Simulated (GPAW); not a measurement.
**Dielectric function and optical constants of SiC (Moissanite)**

Aim: the dielectric function of SiC (Moissanite), and the optical constants that follow from it.

Program: GPAW 26.7.0. Level of theory: DFT, PBE, plane-wave PAW (GPAW data sets), scalar-relativistic, RPA, optical limit. Results are calculated unless marked as measured.

This is a report of a sequence of runs, with most program output left out.

## 1. The starting structure

The structure is hexagonal, space group P6_3mc (No. 186). The conventional cell has a = 3.076 Å, b = 3.076 Å, c = 5.048 Å, α = 90.00°, β = 90.00°, γ = 120.00°. Si has 4 C at 1.87 to 1.94 Å nearest. Nearest to C lie 4 Si at 1.87 to 1.94 Å. Farther neighbours are not listed.

## 2. Ground state

The self-consistent density comes first; it also tells whether there is a gap, which decides the occupations and the need for a Drude term.

This step: DFT, PBE, plane-wave PAW (GPAW data sets), scalar-relativistic, ground state (GPAW 26.7.0).

File gs.py:

```python
from ase import Atoms
from ase.dft.bandgap import bandgap
from gpaw import GPAW, PW, FermiDirac

atoms = Atoms(['Si', 'Si', 'C', 'C'],
              cell=[[3.076000000000, 0.000000000000, 0.000000000000],
                    [-1.538000000000, 2.663894142000, 0.000000000000],
                    [0.000000000000, 0.000000000000, 5.048000000000]],
              scaled_positions=[[0.666666666700, 0.333333333300, 0.500000000000],
                                [0.333333333300, 0.666666666700, 0.000000000000],
                                [0.666666666700, 0.333333333300, 0.885000000000],
                                [0.333333333300, 0.666666666700, 0.385000000000]],
              pbc=[True, True, True])
atoms.calc = GPAW(mode=PW(550), xc='PBE', kpts={'size': (9, 9, 5), 'gamma': True},
                  occupations=FermiDirac(0.05), maxiter=150, txt='gs.txt')
print('energy (eV)', atoms.get_potential_energy())
print('Fermi level (eV)', atoms.calc.get_fermi_level())
print('valence electrons', atoms.calc.get_number_of_electrons())
print('gap (eV)', bandgap(atoms.calc, output=None)[0])
print('direct gap (eV)', bandgap(atoms.calc, direct=True, output=None)[0])
atoms.calc.write('gs.gpw')
```

Run with:

```sh
> OMP_NUM_THREADS=1 python gs.py
```

It took 16 s on 1 thread of Arm Neoverse V1, shared host; peak memory 0.15 GiB.

Numbers from this step:

* energy: -29.89 eV
* Fermi energy: 9.895 eV
* gap on the k-mesh: 2.314 eV
* direct gap on the mesh: 4.107 eV
* electrons: 16

There is a gap, 2.31 eV on this mesh (points off the mesh can give less), so no carriers' term is needed.

## 3. Bands for the response

The response needs many more empty bands than the density does.

This step: DFT, PBE, plane-wave PAW (GPAW data sets), scalar-relativistic, bands at fixed density (GPAW 26.7.0).

File nscf.py:

```python
from ase.dft.bandgap import bandgap
from gpaw import GPAW, FermiDirac

calc = GPAW('gs.gpw').fixed_density(kpts={'size': (12, 12, 6), 'gamma': True}, nbands=39, convergence={'bands': 33},
                                    occupations=FermiDirac(0.001), txt='nscf.txt')
print('gap (eV)', bandgap(calc, output=None)[0])
print('direct gap (eV)', bandgap(calc, direct=True, output=None)[0])
print('top band over the Fermi level (eV)', min(calc.get_eigenvalues(kpt=k)[32] for k in range(len(calc.get_ibz_k_points()))) - calc.get_fermi_level())
calc.write('full.gpw', mode='all')
```

Run with:

```sh
> OMP_NUM_THREADS=1 python nscf.py
```

Wall time 2 min (1 thread); peak memory 0.24 GiB.

This step gave:

```
direct gap on the mesh : 4.070 eV
```

## 4. Dielectric function, RPA

Transitions between filled and empty bands, summed over the zone, give the optical response, so mesh, band count and broadening shape it.

The induced potential is part of this response.

This step: DFT, PBE, plane-wave PAW (GPAW data sets), scalar-relativistic, RPA, optical limit (GPAW 26.7.0).

File df.py:

```python
from gpaw.response.df import DielectricFunction

df = DielectricFunction('full.gpw', frequencies={'type': 'nonlinear', 'domega0': 0.03, 'omega2': 8},
                        ecut=50,
                        eta=0.12,
                        nbands=33,
                        txt='df.txt')
for direction in ['x', 'z']:
    df.get_dielectric_function(xc='RPA', direction=direction, filename=f'df_{direction}.csv')
```

Run with:

```sh
> OMP_NUM_THREADS=1 python df.py
```

It took 12 s on 1 thread; peak memory 0.23 GiB.

Numbers from this step:

```
electronic dielectric constant ε∞, mean over x, y and z (by symmetry where fewer were run) : 6.803
main peak of Im epsilon, first axis                                                        : 6.272 eV
```

The Im ε has structure finer than the step of the table below, so its rows give means over 0.5 eV, whole bins alone (the curve runs from 0 to 14.0 eV). Peaks (eV: height): E ∥ x 6.28: 16.8, 7.32: 15.8; E ∥ z 5.08: 9.60, 6.39: 21.5, 7.61: 15.6.

Values under the direct gap are tails of Lorentzian lines. Im ε against photon energy; means over each step:

```csv
photon energy (eV),E ∥ x,E ∥ z
0.5,0.0124,0.0156
1.0,0.0256,0.0325
1.5,0.0406,0.0522
2.0,0.0589,0.0769
2.5,0.0827,0.111
3.0,0.116,0.162
3.5,0.168,0.251
4.0,0.264,0.452
4.5,0.557,1.54
5.0,2.04,7.07
5.5,4.48,9.07
6.0,12.9,13.3
6.5,14.6,17.2
7.0,14.6,13.0
7.5,13.5,14.6
8.0,10.9,9.82
8.5,10.1,8.46
9.0,9.15,7.91
9.5,6.61,6.74
10.0,5.82,5.01
10.5,4.91,4.05
11.0,4.45,3.58
11.5,3.46,3.00
12.0,3.02,3.21
12.5,2.23,2.29
13.0,2.25,2.32
13.5,2.05,2.13
```

Table of Re ε by photon energy:

```csv
photon energy (eV),E ∥ x,E ∥ z
0.0,6.61,7.18
0.5,6.64,7.22
1.0,6.72,7.31
1.5,6.85,7.49
2.0,7.06,7.75
2.5,7.35,8.14
3.0,7.76,8.69
3.5,8.33,9.52
4.0,9.19,10.9
4.5,10.6,13.7
5.0,12.8,15.1
5.5,15.2,15.5
6.0,15.4,12.3
6.5,7.02,1.23
7.0,5.10,3.67
7.5,-0.743,0.855
8.0,0.269,-2.43
8.5,-1.38,-2.65
9.0,-1.67,-2.75
9.5,-3.78,-4.60
10.0,-3.27,-3.18
10.5,-2.34,-3.26
11.0,-3.30,-3.19
11.5,-2.75,-1.91
12.0,-2.53,-2.38
12.5,-2.22,-2.37
13.0,-2.01,-1.85
13.5,-1.89,-2.01
```

The reflectivity at normal incidence has structure finer than the step of the table below, so its rows give means over 0.5 eV, whole bins alone (the curve runs from 0 to 14.0 eV). Peaks (eV: height): E ∥ x 7.44: 49.0, 9.35: 54.8, 10.17: 51.3, 11.18: 52.4, 12.34: 55.1; E ∥ z 5.03: 39.1, 6.44: 51.9, 7.73: 55.0, 9.55: 55.4, 10.45: 54.6, 11.10: 54.1, 12.42: 53.2.

Reflectivity at normal incidence against photon energy; means over each step:

```csv
photon energy (eV),E ∥ x (%),E ∥ z (%)
0.5,19.4,20.9
1.0,19.6,21.2
1.5,20.0,21.6
2.0,20.5,22.2
2.5,21.3,23.1
3.0,22.3,24.4
3.5,23.6,26.1
4.0,25.4,28.7
4.5,28.3,33.3
5.0,31.9,37.1
5.5,36.4,38.7
6.0,43.3,42.0
6.5,43.1,48.1
7.0,44.0,42.7
7.5,47.2,49.4
8.0,43.8,48.9
8.5,45.8,46.7
9.0,47.2,46.9
9.5,50.8,52.2
10.0,48.8,50.0
10.5,45.5,50.7
11.0,50.8,51.0
11.5,49.8,44.4
12.0,51.0,47.1
12.5,51.0,50.6
13.0,46.7,45.3
13.5,46.8,48.5
```

The Im ε, E ∥ x has structure finer than the step of the table below, so its rows give means over 0.5 eV, whole bins alone (the curve runs from 0 to 14.0 eV). Peaks (eV: height): without local fields 6.28: 18.6, 7.32: 17.6; with local fields 6.28: 16.8, 7.32: 15.8.

Values under the direct gap are tails of Lorentzian lines. Im ε, E ∥ x against photon energy; means over each step:

```csv
photon energy (eV),without local fields,with local fields
0.5,0.0136,0.0124
1.0,0.0281,0.0256
1.5,0.0447,0.0406
2.0,0.0649,0.0589
2.5,0.0912,0.0827
3.0,0.128,0.116
3.5,0.186,0.168
4.0,0.292,0.264
4.5,0.609,0.557
5.0,2.19,2.04
5.5,5.11,4.48
6.0,14.9,12.9
6.5,15.9,14.6
7.0,16.3,14.6
7.5,14.6,13.5
8.0,12.1,10.9
8.5,11.1,10.1
9.0,9.75,9.15
9.5,6.92,6.61
10.0,5.85,5.82
10.5,5.02,4.91
11.0,4.42,4.45
11.5,3.48,3.46
12.0,2.88,3.02
12.5,2.06,2.23
13.0,2.03,2.25
13.5,1.78,2.05
```

The loss function −Im 1/ε at q → 0 has structure finer than the step of the table below, so its rows give means over 0.5 eV, whole bins alone (the curve runs from 0 to 14.0 eV). Peaks (eV: height): E ∥ z 11.56: 0.245, 12.83: 0.278.

Values under the direct gap are tails of Lorentzian lines. Table of loss function −Im 1/ε at q → 0 by energy loss; means over each step:

```csv
energy loss (eV),E ∥ x,E ∥ z
0.5,2.8e-4,3.0e-4
1.0,5.7e-4,6.1e-4
1.5,8.6e-4,9.3e-4
2.0,0.00118,0.00128
2.5,0.00153,0.00167
3.0,0.00192,0.00213
3.5,0.00241,0.00274
4.0,0.00309,0.00374
4.5,0.00475,0.00734
5.0,0.0122,0.0288
5.5,0.0169,0.0319
6.0,0.0314,0.0398
6.5,0.0542,0.0556
7.0,0.0612,0.0727
7.5,0.0751,0.0667
8.0,0.0919,0.0947
8.5,0.0971,0.109
9.0,0.102,0.114
9.5,0.118,0.110
10.0,0.132,0.140
10.5,0.160,0.157
11.0,0.147,0.166
11.5,0.176,0.228
12.0,0.183,0.201
12.5,0.224,0.224
13.0,0.257,0.263
13.5,0.273,0.250
```

From ε follow the optical constants at some laser and lamp lines:

```csv
wavelength (nm),n x,k x,R (%) x,1/α x,n z,k z,R (%) z,1/α z
1550,2.58,0.004,19.5,32 µm,2.70,0.005,21.1,26 µm
1064,2.60,0.006,19.7,15 µm,2.71,0.007,21.3,12 µm
633,2.65,0.011,20.5,4.7 µm,2.78,0.013,22.2,3.8 µm
450,2.75,0.018,21.7,2.0 µm,2.90,0.023,23.7,1.6 µm
365,2.86,0.027,23.3,1.1 µm,3.05,0.037,25.7,789 nm
308,3.04,0.044,25.5,561 nm,3.31,0.068,28.8,359 nm
248,3.59,0.321,32.2,61 nm,4.03,1.055,39.0,19 nm
```

Below the direct gap, k and the depth come from the tails of the Lorentzian lines, not from transitions.

Rows near the edge hang on the gap, which this functional as a rule makes too small, and phonon-assisted absorption is left out.

At 1064 nm the birefringence n(z) − n(x) is +0.114: the crystal is uniaxial positive at this level.

## 5. Summary of results

| Item | Value |
| --- | --- |
| electronic dielectric constant ε∞, mean over x, y and z (by symmetry where fewer were run) (RPA) | 6.80 |
| main peak of Im epsilon, first axis | 6.27 eV |

In words: At this level (PBE, RPA) SiC has a mean ε∞ = 6.80 and n = 2.58 at 1550 nm (E ∥ x), and Im ε peaks at 6.3 eV (E ∥ x). On the mesh the gap is 2.31 eV and the least direct gap 4.07 eV, so on this mesh the band edges lie at different points. Local fields change the static value along x from 7.02 to 6.61 (-6 %). Distinct maxima of Im ε, read by a parabola through the highest points, lie at 6.27 eV (17), 7.33 eV (16), 9.10 eV (9.7) and 10.72 eV (5.3) for E ∥ x. The static values by axis are 6.61 (x), 7.18 (z). At 1064 nm the birefringence n(z) − n(x) is +0.114: the crystal is uniaxial positive at this level. Excitons and phonon-assisted transitions are missing; PBE gaps are as a rule too small, which pulls the onset down and ε∞ up. The sum runs over mesh points, so small or evenly spaced maxima can still be ripples of the mesh.

[Machine, clock and banner lines and Python warnings are left out of the logs.]

[Logs are printed without paths, hosts, clocks, repeated set-up lines and the standing remarks that a program may print on its own settings, such as how far it seeks lower states.]

[Hosts, paths, dates, database ids (printed as entryN), source tags and the programs' standing remarks are cut or masked in the printed files.]
